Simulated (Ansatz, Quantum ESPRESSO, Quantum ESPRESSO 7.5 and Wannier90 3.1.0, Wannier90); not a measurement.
# Ballistic channels from Wannier functions: straight Ga chain, spacing 2.55 Å

How many channels does the wire offer, and does a small Wannier basis get them right? The wire: straight Ga chain, spacing 2.55 Å.

Method: plane-wave DFT, PBE, PseudoDojo norm-conserving pseudopotentials (cross-check by Ansatz 0.2.0 with PAW datasets), in Quantum ESPRESSO 7.5 and Wannier90 3.1.0.

Report form: the programs' logs are mostly left out.

**1. Starting point**

The cell holds 1 atom: 1 Ga. Cell: a = 8.000 Å, b = 8.000 Å, c = 2.550 Å, α = 90.0°, β = 90.0°, γ = 90.0°. Vacuum lies along a and b. The structure's axis is c.

**2. Ground state**

scf.in reads:

```
&control
  prefix = 'scf'
  outdir = './out'
  pseudo_dir = './pseudo'
  calculation = 'scf'
  tprnfor = .true.
/
&system
  ibrav = 0
  nat = 1
  ntyp = 1
  ecutwfc = 72
  ecutrho = 288
  occupations = 'smearing'
  smearing = 'mv'
  degauss = 0.005
/
&electrons
  conv_thr = 1e-07
  mixing_beta = 0.4
  electron_maxstep = 120
  mixing_mode = 'local-TF'
/
ATOMIC_SPECIES
  Ga  69.7230  Ga.dojo-sr-pbe-0.4.1-standard.upf
CELL_PARAMETERS angstrom
  8.00000000000000 0.00000000000000 0.00000000000000
  0.00000000000000 8.00000000000000 0.00000000000000
  0.00000000000000 0.00000000000000 2.55000000000000
ATOMIC_POSITIONS crystal
  Ga  0.000000000000 0.000000000000 0.000000000000
K_POINTS automatic
  1 1 28 0 0 0
```

Run with:

```sh
OMP_NUM_THREADS=1 mpirun -n 2 pw.x -nk 2 -in scf.in > scf.out
```

The job ended after 18 s (2 MPI ranks of AMD EPYC 7R43, shared host; peak memory 0.26 GiB; 36 s of CPU time).

Read from the output:

- free energy: -2079.5864 eV
- Fermi energy: -2.076 eV

The program's own clock; routines nest. Time by routine:

| routine | wall time (s) | calls |
| --- | --- | --- |
| PWSCF | 17.53 | 1 |
| electrons | 16.26 | 1 |
| c_bands | 10.3 | 9 |
| cegterg | 9.54 | 72 |
| h_psi | 8.47 | 394 |
| fftw | 7.97 | 5306 |
| vloc_psi | 7.79 | 394 |
| mix_rho | 3.46 | 9 |
| sum_band | 1.81 | 9 |
| ffts | 1.52 | 648 |
| init_run | 0.95 | 1 |
| v_of_rho | 0.73 | 9 |
| init_us_2 | 0.56 | 160 |
| wfcinit | 0.48 | 1 |

The run needed 8 iterations to bring the estimated error under 1e-07 Ry.

**3. Full uniform mesh without symmetry**

Wannier90 needs the states on a whole uniform mesh, listed point by point, without symmetry.

nscf.in reads:

```
&control
  prefix = 'nscf'
  outdir = './out'
  pseudo_dir = './pseudo'
  calculation = 'nscf'
/
&system
  ibrav = 0
  nat = 1
  ntyp = 1
  ecutwfc = 72
  ecutrho = 288
  occupations = 'smearing'
  smearing = 'mv'
  degauss = 0.005
  nosym = .true.
  noinv = .true.
  nbnd = 16
/
&electrons
  conv_thr = 1e-09
  mixing_beta = 0.4
  electron_maxstep = 120
  mixing_mode = 'local-TF'
  diago_full_acc = .true.
/
ATOMIC_SPECIES
  Ga  69.7230  Ga.dojo-sr-pbe-0.4.1-standard.upf
CELL_PARAMETERS angstrom
  8.00000000000000 0.00000000000000 0.00000000000000
  0.00000000000000 8.00000000000000 0.00000000000000
  0.00000000000000 0.00000000000000 2.55000000000000
ATOMIC_POSITIONS crystal
  Ga  0.000000000000 0.000000000000 0.000000000000
K_POINTS crystal
14
  0.0000000000 0.0000000000 0.0000000000 0.0714285714
  0.0000000000 0.0000000000 0.0714285714 0.0714285714
  0.0000000000 0.0000000000 0.1428571429 0.0714285714
  0.0000000000 0.0000000000 0.2142857143 0.0714285714
  0.0000000000 0.0000000000 0.2857142857 0.0714285714
  0.0000000000 0.0000000000 0.3571428571 0.0714285714
  0.0000000000 0.0000000000 0.4285714286 0.0714285714
  0.0000000000 0.0000000000 0.5000000000 0.0714285714
  0.0000000000 0.0000000000 0.5714285714 0.0714285714
  0.0000000000 0.0000000000 0.6428571429 0.0714285714
  0.0000000000 0.0000000000 0.7142857143 0.0714285714
  0.0000000000 0.0000000000 0.7857142857 0.0714285714
  0.0000000000 0.0000000000 0.8571428571 0.0714285714
  0.0000000000 0.0000000000 0.9285714286 0.0714285714
```

Run with:

```sh
cp -r out/scf.save out/nscf.save
cp out/scf.xml out/nscf.xml
OMP_NUM_THREADS=1 mpirun -n 2 pw.x -nk 1 -in nscf.in > nscf.out
```

The job ended after 13 s (2 MPI ranks; peak memory 0.14 GiB).

This step gave:

| Property | Result |
| --- | --- |
| Fermi energy | -1.979 eV |

The program's own clock; routines nest. Time by routine:

| routine | wall time (s) | calls |
| --- | --- | --- |
| PWSCF | 11.92 | 1 |
| electrons | 11.57 | 1 |
| c_bands | 11.57 | 1 |
| cegterg | 11.06 | 41 |
| h_psi | 9.54 | 745 |
| vloc_psi | 9.05 | 745 |
| fftw | 8.43 | 11714 |
| init_run | 0.26 | 1 |
| h_psi:calbec | 0.26 | 745 |
| calbec | 0.26 | 745 |
| hinit0 | 0.15 | 1 |
| cdiaghg | 0.15 | 704 |
| add_vuspsi | 0.15 | 745 |
| fft | 0.12 | 11 |

**4. Neighbour list from wannier90 -pp**

The .win file sets projections and windows: states in the frozen window are kept exactly, the outer window gives room to disentangle.

wan.win reads:

```
num_wann = 4
num_bands = 16
num_iter = 200
num_print_cycles = 20
conv_tol = 1e-8
conv_window = 5
guiding_centres = true
dis_num_iter = 1500
dis_conv_tol = 1e-8
dis_win_min = -13.0762
dis_win_max = 6.9238
dis_froz_max = -0.5762
search_shells = 120
fermi_energy = -2.0762

transport = true
transport_mode = bulk
one_dim_axis = z
dist_cutoff = 17.75
dist_cutoff_mode = one_dim
tran_win_min = -4.0
tran_win_max = 2.0
tran_energy_step = 0.02

bands_plot = true
bands_num_points = 96
begin kpoint_path
G 0.0 0.0 0.0 Z 0.0 0.0 0.5
end kpoint_path

begin projections
Ga:s;p
end projections

begin unit_cell_cart
ang
  8.0000000000 0.0000000000 0.0000000000
  0.0000000000 8.0000000000 0.0000000000
  0.0000000000 0.0000000000 2.5500000000
end unit_cell_cart

begin atoms_frac
  Ga 0.0000000000 0.0000000000 0.0000000000
end atoms_frac

mp_grid = 1 1 14
begin kpoints
  0.0 0.0 0.0000000000
  0.0 0.0 0.0714285714
  0.0 0.0 0.1428571429
  0.0 0.0 0.2142857143
  0.0 0.0 0.2857142857
  0.0 0.0 0.3571428571
  0.0 0.0 0.4285714286
  0.0 0.0 0.5000000000
  0.0 0.0 0.5714285714
  0.0 0.0 0.6428571429
  0.0 0.0 0.7142857143
  0.0 0.0 0.7857142857
  0.0 0.0 0.8571428571
  0.0 0.0 0.9285714286
end kpoints
```

Run with:

```sh
OMP_NUM_THREADS=1 wannier90.x -pp wan > wan.pp.log
```

It took 0.74 s on 1 MPI rank; peak memory 0.08 GiB.

**5. Overlaps and projections**

pw2wannier90.x computes the overlaps between neighbouring k-points and the projections.

wan.p2w.in reads:

```
&inputpp
  prefix = 'nscf'
  outdir = './out'
  seedname = 'wan'
  write_mmn = .true.
  write_amn = .true.
  write_unk = .false.
/
```

Run with:

```sh
OMP_NUM_THREADS=1 mpirun -n 2 pw2wannier90.x -in wan.p2w.in > wan.p2w.out
```

The job ended after 4.7 s (2 MPI ranks; peak memory 0.13 GiB; 8.8 s of CPU time).

**6. Wannier functions and transport**

After disentangling and localising, transport_mode = bulk builds principal layers from hoppings within dist_cutoff and counts open channels.

wan.win is that of step 4.

Run with:

```sh
OMP_NUM_THREADS=1 wannier90.x wan > wan.run.log
```

Run time: 1.3 s. Hardware: 1 MPI rank; peak memory 0.08 GiB.

Numbers from this step:

| Quantity | Value |
| --- | --- |
| lead channels at the Fermi level, one spin | 3.000 |
| total spread | 9.851 Å² |
| gauge-invariant spread | 8.199 Å² |
| largest misfit to plane-wave levels between mesh points, inside the frozen window | 0.1114 eV |

Per spin. The quantum conductance of the perfect wire, open channels by energy, zero at the Fermi level:

| energy (eV) | quantum conductance of the perfect wire, open channels |
| --- | --- |
| -4.0000 | 1 |
| -3.7600 | 1 |
| -3.5000 | 1 |
| -3.2600 | 1 |
| -3.0000 | 1 |
| -2.7600 | 1 |
| -2.5000 | 1 |
| -2.2600 | 1 |
| -2.0000 | 1 |
| -1.7600 | 1 |
| -1.5000 | 1.0e-4 |
| -1.2600 | 1 |
| -1.0200 | 1 |
| -0.7600 | 1 |
| -0.5000 | 1 |
| -0.2600 | 3.00 |
| 0.0000 | 3 |
| 0.2400 | 3 |
| 0.5000 | 3 |
| 0.7400 | 3 |
| 1.0000 | 3 |
| 1.2400 | 3 |
| 1.5000 | 3 |
| 1.7400 | 3 |
| 2.0000 | 3 |

Wannier functions:

| no. | x (Å) | y (Å) | z (Å) | spread (Å²) |
| --- | --- | --- | --- | --- |
| 1 | 1.035 | 0.05438 | -1.30e-5 | 2.029 |
| 2 | -0.00113 | 0.004872 | 1.275 | 3.36 |
| 3 | -1.034 | 0.05411 | -2.20e-5 | 2.023 |
| 4 | 1.00e-5 | -0.1714 | 0 | 2.439 |

The electronic bands at the labelled points (eV, zero at the Fermi level; # counts the bands kept):

| point | #1 | #2 | #3 | #4 |
| --- | --- | --- | --- | --- |
| Γ | -7.32 | -0.26 | -0.26 | 3.80 |
| halfway | -5.93 | 1.26 | 1.26 | 5.19 |
| Z | -1.54 | -1.45 | 4.49 | 4.49 |

Bands and channels are those of the Wannier model: bands that were not projected, and all outside the frozen window, are missing or only approximate.

**7. Neighbour list from wannier90 -pp, with dist_cutoff = 5.61**

A sensitivity test on the input.

wan_w.win, as its differences from the input of step 6:

```diff
@@ -18,3 +18,3 @@
 one_dim_axis = z
-dist_cutoff = 17.75
+dist_cutoff = 5.61
 dist_cutoff_mode = one_dim
```

Run with:

```sh
OMP_NUM_THREADS=1 wannier90.x -pp wan_w > wan_w.pp.log
```

It took 0.72 s on 1 MPI rank; peak memory 0.08 GiB.

**8. Overlaps and projections**

The follow-up step for that run.

wan_w.p2w.in reads:

```
&inputpp
  prefix = 'nscf'
  outdir = './out'
  seedname = 'wan_w'
  write_mmn = .true.
  write_amn = .true.
  write_unk = .false.
/
```

Run with:

```sh
OMP_NUM_THREADS=1 mpirun -n 2 pw2wannier90.x -in wan_w.p2w.in > wan_w.p2w.out
```

The job ended after 4.6 s (2 MPI ranks; peak memory 0.13 GiB).

**9. Localisation, bands and conductance, with dist_cutoff = 5.61**

How much does a setting matter? One run is repeated with a change.

wan_w.win, as its differences from the input of step 6:

```diff
@@ -18,3 +18,3 @@
 one_dim_axis = z
-dist_cutoff = 17.75
+dist_cutoff = 5.61
 dist_cutoff_mode = one_dim
```

Run with:

```sh
OMP_NUM_THREADS=1 wannier90.x wan_w > wan_w.run.log
```

Wall time 0.99 s (1 MPI rank); peak memory 0.08 GiB.

The total spread is 9.85 against 9.85 Å². Between −2 and 1.5 eV the channel count differs from the first run's at 6 % of the energies, and at the Fermi level it is 3 against 3. Spreads don't depend on this cutoff; only the transport does.

**10. Neighbour list from wannier90 -pp, with dis_froz_max − E_F = 9.0**

One more run, with a changed input.

wan_bad.win, as its differences from the input of step 6:

```diff
@@ -11,3 +11,3 @@
 dis_win_max = 6.9238
-dis_froz_max = -0.5762
+dis_froz_max = 6.9238
 search_shells = 120
```

Run with:

```sh
OMP_NUM_THREADS=1 wannier90.x -pp wan_bad > wan_bad.pp.log
```

Wall time 0.7 s (1 MPI rank); peak memory 0.08 GiB.

**11. Overlaps and projections**

The same post-processing, on the changed run.

wan_bad.p2w.in reads:

```
&inputpp
  prefix = 'nscf'
  outdir = './out'
  seedname = 'wan_bad'
  write_mmn = .true.
  write_amn = .true.
  write_unk = .false.
/
```

Run with:

```sh
OMP_NUM_THREADS=1 mpirun -n 2 pw2wannier90.x -in wan_bad.p2w.in > wan_bad.p2w.out
```

It took 6.8 s on 2 MPI ranks; peak memory 0.13 GiB; 13 s of CPU time.

**12. Localisation, bands and conductance, with dis_froz_max − E_F = 9.0**

Another try, with an input changed as a hurried user might.

wan_bad.win, as its differences from the input of step 6:

```diff
@@ -11,3 +11,3 @@
 dis_win_max = 6.9238
-dis_froz_max = -0.5762
+dis_froz_max = 6.9238
 search_shells = 120
```

Run with:

```sh
OMP_NUM_THREADS=1 wannier90.x wan_bad > wan_bad.run.log
```

Run time: 0.75 s. Hardware: 1 MPI rank; peak memory 0.08 GiB.

The input was rejected at the start.

The fault put into the input: a frozen window with more states than Wannier functions (dis_froz_max − E_F = 9.0).

The frozen window can't hold more states than there are functions: narrow it or add projections.

**13. Cross-check with Ansatz**

A second code with its own PAW datasets, on the same atoms.

Level of this step: plane-wave DFT, PBE, Ansatz PAW (Ansatz 0.2.0).

System of this step: straight Ga chain, spacing 2.55 Å, 2 periods. The cell holds 2 atoms: 2 Ga. Its edges and angles: a = 8.000 Å, b = 8.000 Å, c = 5.100 Å, α = 90.0°, β = 90.0°, γ = 90.0°. Vacuum lies along a and b. The structure's axis is c.

input.yaml reads:

```yaml
crystal:
  lattice:
    - [8.0, 0.0, 0.0]
    - [0.0, 8.0, 0.0]
    - [0.0, 0.0, 5.1]
  atoms:
    - { symbol: Ga, position: [0.0, 0.0, 0.0] }
    - { symbol: Ga, position: [0.0, 0.0, 0.5] }
kpoints:
  mp_grid: { grid: [1, 1, 14] }
hamiltonian:
  xc: pbe
scf:
  occupations: { method: fermi_dirac, width: 0.05 }
  convergence: { dr2_threshold: 1.0e-08 }
output:
  transmission:
    leads: [[0, 0]]
    e_range: [-4.0, 2.0]
    de: 0.05
    kmesh: [1, 1]
    reduced_basis: true
```

Run with:

```sh
ansatz run input.yaml --threads 2 --pin off --max-ram 4096MiB --backend cpu --events-out ev --progress --plain --runs-dir out
```

The job ended after 35 s (2 threads; peak memory 0.56 GiB).

This step gave:

- free energy: -7563.3875 eV
- energy at zero smearing: -7563.3725 eV
- smearing term TS: 0.02995 eV
- Fermi energy: -2.220 eV
- symmetry operations: 32
- lead channels at the Fermi level, one spin: 3

Per spin. Table of open channels by energy, zero at the Fermi level:

energy (eV), open channels and a bar from the least value:
```
   -4.000       1.00 
   -3.800       1.00 
   -3.600       1.00 
   -3.400       1.00 
   -3.200       1.00 
   -3.000       1.00 
   -2.800       1.00 
   -2.600       1.00 
   -2.400       1.00 
   -2.200       1.00 
   -2.000       1.00 
   -1.800       1.00 
   -1.600       1.00 
   -1.400       1.00 
   -1.200       1.00 
   -1.000       1.00 
   -0.800       1.00 
   -0.600       1.00 
   -0.400       1.00 
   -0.200       3.00 ##############################
    0.000       3.00 ##############################
    0.200       3.00 ##############################
    0.400       3.00 ##############################
    0.600       3.00 ##############################
    0.800       3.00 ##############################
    1.000       3.00 ##############################
    1.200       3.00 ##############################
    1.400       3.00 ##############################
    1.600       3.00 ##############################
    1.800       3.00 ##############################
    2.000       3.00 ##############################
```

**14. Worked from the printed numbers**

3 channels × 77.48 µS = 232 µS, a two-terminal resistance of 12.906/3 = 4.30 kΩ whatever the wire's length, as long as nothing scatters.

**15. Summary of results**

| Quantity | Value |
| --- | --- |
| open channels at the Fermi level, per spin | 3 |
| total spread | 9.85 Å² |
| gauge-invariant spread | 8.20 Å² |
| largest band misfit in the frozen window | 0.111 eV |
| channels at the Fermi level by Ansatz | 3 |

The wire offers 3 channels per spin at the Fermi level. Between -4 and 1.5 eV the channel count from Wannier functions equals that from Ansatz's layer matching at 98 % of the energies; outside the frozen window the Wannier bands are not held to the plane-wave ones. The interpolated bands miss plane-wave levels by up to 0.11 eV between mesh points, so steps of the conductance can sit that far off. The wire is perfect, so the conductance only counts bands: each channel, with its partner of the other spin, carries G₀ = 2e²/h. It was run without spin polarisation, which was not tested.

[Logs are printed without paths, hosts, clocks, repeated set-up lines and the standing remarks that a program may print on its own settings, such as how far it seeks lower states.]

[Hosts, paths, dates, database ids (printed as entryN), source tags and the programs' standing remarks are cut or masked in the printed files.]

[Maps of the electrostatic potential energy from Ansatz leave out the sawtooth potential of an applied field or a dipole correction, so their vacuum need not be flat; planar profiles and work functions include it.]
